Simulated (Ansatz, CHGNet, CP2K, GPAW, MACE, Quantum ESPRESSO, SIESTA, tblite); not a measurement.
# Random packing of Sn (61 atoms) in GPAW, part 2 of 2

How do the settings of GPAW change the result for random packing of Sn (61 atoms)? A plane-wave run serves as the yardstick.

Program: GPAW 26.7.0; the method stands at each step. Banners, paths, timers and routine set-up lines are dropped from the logs unmarked, and long logs keep their key lines alone; longer cuts are marked.

So far. Step 2 (PBE, LCAO dzp, h 0.2 Å): Forces lie 6.3 % from the reference's, at 2.1 times its CPU time (on 1 against 8 cores). Step 3 (PBE, LCAO sz(dzp), h 0.2 Å): Against the first run (6.3 %), the force difference from the reference is 32 %, at 0.26 times the CPU time, with 549 basis functions against 1403: the smaller basis costs accuracy.

## (4) PBE, LCAO szp(dzp), h 0.2 Å

Method: Kohn-Sham DFT, PBE, PAW, atomic orbitals (szp(dzp)).

run.py reads:

```python
import numpy as np
from ase.io import read
from gpaw import GPAW, FermiDirac

atoms = read("structure.xyz")
atoms.calc = GPAW(
    mode="lcao",
    basis="szp(dzp)",
    h=0.2,
    xc="PBE",
    kpts={"size": (1, 1, 1), "gamma": True},
    occupations=FermiDirac(0.05),
    maxiter=200,
    symmetry={"point_group": False},
    txt="gpaw.txt",
)
energy = atoms.get_potential_energy(force_consistent=True)
forces = atoms.get_forces()
print(f"energy {energy:.6f} eV")
print("forces (eV/A)")
for i, (a, f) in enumerate(zip(atoms, forces)):
    print(f"{i:4d} {a.symbol:2s} {f[0]:10.5f} {f[1]:10.5f} {f[2]:10.5f}")
print(f"Fermi level {atoms.calc.get_fermi_level():.4f} eV")
for k in range(len(atoms.calc.get_ibz_k_points())):
    for s in range(atoms.calc.get_number_of_spins()):
        e = atoms.calc.get_eigenvalues(kpt=k, spin=s)
        n = np.searchsorted(e, atoms.calc.get_fermi_level())
        print(f"k {k} spin {s} levels about the Fermi level:", np.round(e[max(n - 6, 0):n], 4).tolist(), "|", np.round(e[n:n + 6], 4).tolist())
```

structure.xyz reads:

```xyz
61
Lattice="11.91370 0.00000 0.00000 0.00000 11.91370 0.00000 0.00000 0.00000 11.91370" Properties=species:S:1:pos:R:3 pbc="T T T"
[... 61 atom lines left out: the same atoms as in the first run ...]
```

The run is started by

```console
> OMP_NUM_THREADS=1 python run.py > output.txt
```

The log of the run:

```text
energy -166.882491 eV
forces (eV/A)
   0 Sn   -1.09544   -0.94876    1.92977
   1 Sn    1.19274   -0.34015    0.88848
   2 Sn   -1.72341    1.32782   -1.98206
   3 Sn    0.88857    1.01371    1.65652
   4 Sn    1.65008    0.86990    0.09422
   5 Sn   -1.51985    0.91903    1.16082
   6 Sn    0.13929    0.61653    1.57817
   7 Sn    2.48966    1.27986   -0.78988
   8 Sn   -1.10863    0.26379    1.92890
   9 Sn   -1.43377   -0.82162   -2.30245
  10 Sn    0.67498   -0.49437   -0.42901
  11 Sn   -1.89865    2.36224    2.20962
  12 Sn    0.17559    0.40902    0.96695
  13 Sn    0.03225   -0.97495   -1.24648
  14 Sn    0.45973   -2.22134   -2.35106
  15 Sn   -0.57491   -1.76717    0.54398
  16 Sn    0.20282   -0.55015   -0.43133
  17 Sn   -0.85946   -1.33097    1.12623
  18 Sn    0.27747   -1.67455   -1.38619
  19 Sn   -0.35857    0.11253   -1.69253
  20 Sn    2.81356   -1.63221    2.24608
  21 Sn    0.11850    0.07454    0.96467
  22 Sn    0.32365    1.55634    0.58084
  23 Sn    2.25110   -0.44506   -1.17999
[...]
53 Sn   -0.24191    0.41639   -0.15461
  54 Sn   -0.89154   -0.25261    1.32867
  55 Sn   -1.03125   -2.70477    0.40297
  56 Sn   -1.22762   -0.33826   -0.32182
  57 Sn    1.64727   -0.88144   -0.89112
  58 Sn   -1.15869    2.36319    0.41607
  59 Sn    1.41312   -0.23005    0.81335
  60 Sn   -2.59592    2.39145   -1.13224
Fermi level 7.0363 eV
k 0 spin 0 levels about the Fermi level: [6.6928, 6.7472, 6.8089, 6.8416, 6.9804, 7.0066] | [7.072, 7.1068, 7.1555, 7.2285, 7.3205, 7.3332]
```

gpaw.txt:

```text
Input parameters:
  mode=LCAO(),
  basis={'default': 'szp(dzp)'},
  h=0.2,
  kpts=MonkhorstPack(size=(1, 1, 1), gamma=True),
  maxiter=200,
  occupations=Occupations(name='fermi-dirac', width=0.05, fixmagmom=False),
  symmetry=Symmetry(point_group=False),
  xc=XC(name='PBE')
Unit cell  # Å
| periodic |         x |         y |         z |   lengths |    angles |
[... lines left out ...]
  Fermi-Dirac:
[... lines left out ...]
convergence criteria:
- Maximum [total energy] change in last 3 cyles: 0.0005 eV / valence electron
[... lines left out ...]
Converged in 16 steps
[... lines left out ...]
  Free energy:    -166.882491
  Extrapolated:   -166.733826
dipole moment: (-79.765729, -127.158736, -22.436107)  # |e|*Ang
Fermi level: 7.036
Eigenvalues  # (at kpt = [0.000, 0.000, 0.000])
| band index |      eig [eV] | occ [0-2] |
|------------|---------------|-----------|
|          0 |       -15.804 |     2.000 |
|        ... |               |           |
|        419 |         6.594 |     2.000 |
|        420 |         6.665 |     1.999 |
[...]
|        434 |         7.441 |     0.001 |
|        ... |               |           |
|        516 |        12.987 |     0.000 |
Gap: 0.065 eV
Transition (v -> c):
  (s=0, k=0, n=426, [0.00, 0.00, 0.00]) -> (s=0, k=0, n=427, [0.00, 0.00, 0.00])
No difference between direct/indirect transitions
Force computation time: 20.108  # s
timing:  # [seconds]
  Total:  185.243  # ━━━━━━━━━━━━━━━━━━━━━━━━━━━━━━━━━━━━━━━━━━━━━━━━━━━━━━━━
  Init:     8.385  # ━━╸
  SCF:    156.730  # ━━━━━━━━━━━━━━━━━━━━━━━━━━━━━━━━━━━━━━━━━━━━━━━╸
  Forces:  20.108  # ━━━━━━
```

It took 3.1 min on 1 thread of Arm Neoverse V2, shared host; peak memory 1.9 GiB.

Compared with the plane-wave run:

- r.m.s. force component: 1.315 eV/Å
- r.m.s. difference of force components: 146.7 meV/Å
- longest difference of force vectors: 470.3 meV/Å
- force difference over r.m.s. force: 12.45 %
- slope of forces against the reference's: 1.116
- correlation of force components: 0.9991

This is a coarse setting, run to see what it loses.

Against the first run (6.3 %), the force difference from the reference is 12 %, at 0.72 times the CPU time, with 854 basis functions against 1403: the smaller basis costs accuracy.

## (5) PBE, LCAO dzp, h 0.16 Å

Method: Kohn-Sham DFT, PBE, PAW, atomic orbitals (dzp).

Edit run.py of step 4 so:

```diff
@@ -7,4 +7,4 @@
     mode="lcao",
-    basis="szp(dzp)",
-    h=0.2,
+    basis="dzp",
+    h=0.16,
     xc="PBE",
```

structure.xyz is that of step 4.

The log of the run:

```text
energy -184.440814 eV
forces (eV/A)
   0 Sn   -1.06305   -0.96077    1.79911
   1 Sn    1.07760   -0.38501    0.76944
   2 Sn   -1.59679    1.23665   -1.89903
   3 Sn    0.80176    0.96749    1.62321
   4 Sn    1.54761    0.83101    0.07462
   5 Sn   -1.43112    0.84241    1.07134
[...]
58 Sn   -1.13478    2.24363    0.49865
  59 Sn    1.31894   -0.25417    0.70507
  60 Sn   -2.43498    2.32920   -1.07989
Fermi level 7.0510 eV
k 0 spin 0 levels about the Fermi level: [6.7192, 6.7683, 6.8294, 6.8653, 6.9911, 7.0283] | [7.0874, 7.118, 7.1654, 7.2322, 7.3192, 7.3357]
```

gpaw.txt:

```text
Input parameters:
  mode=LCAO(),
  basis={'default': 'dzp'},
  h=0.16,
  kpts=MonkhorstPack(size=(1, 1, 1), gamma=True),
  maxiter=200,
  occupations=Occupations(name='fermi-dirac', width=0.05, fixmagmom=False),
[... lines left out ...]
  Fermi-Dirac:
[... lines left out ...]
convergence criteria:
- Maximum [total energy] change in last 3 cyles: 0.0005 eV / valence electron
[... lines left out ...]
Converged in 16 steps
[... lines left out ...]
  Free energy:    -184.440814
[... lines left out ...]
Fermi level: 7.051
[... lines left out ...]
|        ... |               |           |
|        516 |        12.558 |     0.000 |
Gap: 0.059 eV
Transition (v -> c):
  (s=0, k=0, n=426, [0.00, 0.00, 0.00]) -> (s=0, k=0, n=427, [0.00, 0.00, 0.00])
No difference between direct/indirect transitions
Force computation time: 58.981  # s
timing:  # [seconds]
  Total:  459.168  # ━━━━━━━━━━━━━━━━━━━━━━━━━━━━━━━━━━━━━━━━━━━━━━━━━━━━━━━━
  Init:    14.055  # ━╸
  SCF:    386.109  # ━━━━━━━━━━━━━━━━━━━━━━━━━━━━━━━━━━━━━━━━━━━━━━━
  Forces:  58.981  # ━━━━━━━
```

Wall time 7.7 min (1 thread); peak memory 3.7 GiB.

Against the reference:

- r.m.s. force component: 1.249 eV/Å
- r.m.s. difference of force components: 73.08 meV/Å
- longest difference of force vectors: 277.8 meV/Å
- force difference over r.m.s. force: 6.204 %
- slope of forces against the reference's: 1.06
- correlation of force components: 0.9999
- energy less the same-level run's: -17.19 meV/atom
- r.m.s. force difference from the same-level run: 6.822 meV/Å

Against the first run (6.3 %), the force difference from the reference is 6.2 %, at 1.8 times the CPU time: the change moves forces by 6.8 meV/Å r.m.s., so most of the difference comes from elsewhere.

## (6) All runs compared

Differences are against the plane-wave reference, forces as r.m.s. over components; share is that over the reference's r.m.s. force, slope the least-squares factor from reference forces to these. Total energies of different programs have different zeros and aren't compared.

| run | Δ force, r.m.s. (meV/Å) | share (%) | slope | cores | CPU time | memory (GiB) |
| --- | --- | --- | --- | --- | --- | --- |
| reference | - | - | - | 8 | 2 min | 2.5 |
| GPAW PBE, LCAO dzp, h 0.2 Å | 73.6 | 6.25 | 1.060 | 1 | 4.3 min | 1.9 |
| GPAW PBE, LCAO sz(dzp), h 0.2 Å (coarse) | 375 | 31.8 | 1.278 | 1 | 68 s | 1.5 |
| GPAW PBE, LCAO szp(dzp), h 0.2 Å (coarse) | 147 | 12.5 | 1.116 | 1 | 3.1 min | 1.9 |
| GPAW PBE, LCAO dzp, h 0.16 Å | 73.1 | 6.20 | 1.060 | 1 | 7.7 min | 3.7 |

Rows marked coarse were listed beforehand as settings not expected to be converged; some can still land near the reference.

CPU time is summed over cores on a shared host, where runs went side by side, so it is rough. Symmetry, cutoffs, thresholds, outputs and thread counts weren't matched or tuned between programs; memory under MPI is the largest rank's times the ranks.

Within one program, basis, potentials and functional, energies share a zero. Each run against its twin at the usual cutoff or grid and solver:

| run | twin | Δ energy (meV/atom) | Δ force, r.m.s. (meV/Å) | CPU time over the twin's |
| --- | --- | --- | --- | --- |
| GPAW PBE, LCAO dzp, h 0.16 Å | LCAO dzp, h 0.2 Å | -17.2 | 6.82 | 1.8 |

## (7) What came out

| Quantity | Value |
| --- | --- |
| nearest in forces | GPAW PBE, LCAO dzp, h 0.16 Å, 6.2 % |
| its CPU time | 7.7 min |

The PBE runs in local orbitals, coarse settings apart, differ by 6.2 % (GPAW PBE, LCAO dzp, h 0.16 Å) to 6.3 % (GPAW PBE, LCAO dzp, h 0.2 Å); basis, grid and potentials can all enter. Runs with settings chosen to be coarse differ by 12 % (GPAW PBE, LCAO szp(dzp), h 0.2 Å) to 32 % (GPAW PBE, LCAO sz(dzp), h 0.2 Å), their programs' other errors included. None of the electronic-structure runs in the table takes under half the reference's CPU time of 2 min; they take 0.56 to 3.8 times as much. GPAW PBE, LCAO sz(dzp), h 0.2 Å stiffens the forces by a factor of 1.28 while following their directions (correlation 0.993); the slopes of the 4 GPAW runs lie between 1.06 and 1.28. The reference's pressure of 15 GPa says that the cell would expand at this level of theory. The electronic-structure runs sample only Γ, in a cell whose shortest periodic width is 12 Å, which is coarse for a cell with partly filled levels.

[Also dropped from logs without a mark: logging warnings of Python, and SIESTA's first energy breakdown and zero terms.]

[Logs are printed without paths, hosts, clocks, repeated set-up lines and the standing remarks that a program may print on its own settings, such as how far it seeks lower states.]

[Hosts, paths, dates, database ids (printed as entryN), source tags and the programs' standing remarks are cut or masked in the printed files.]
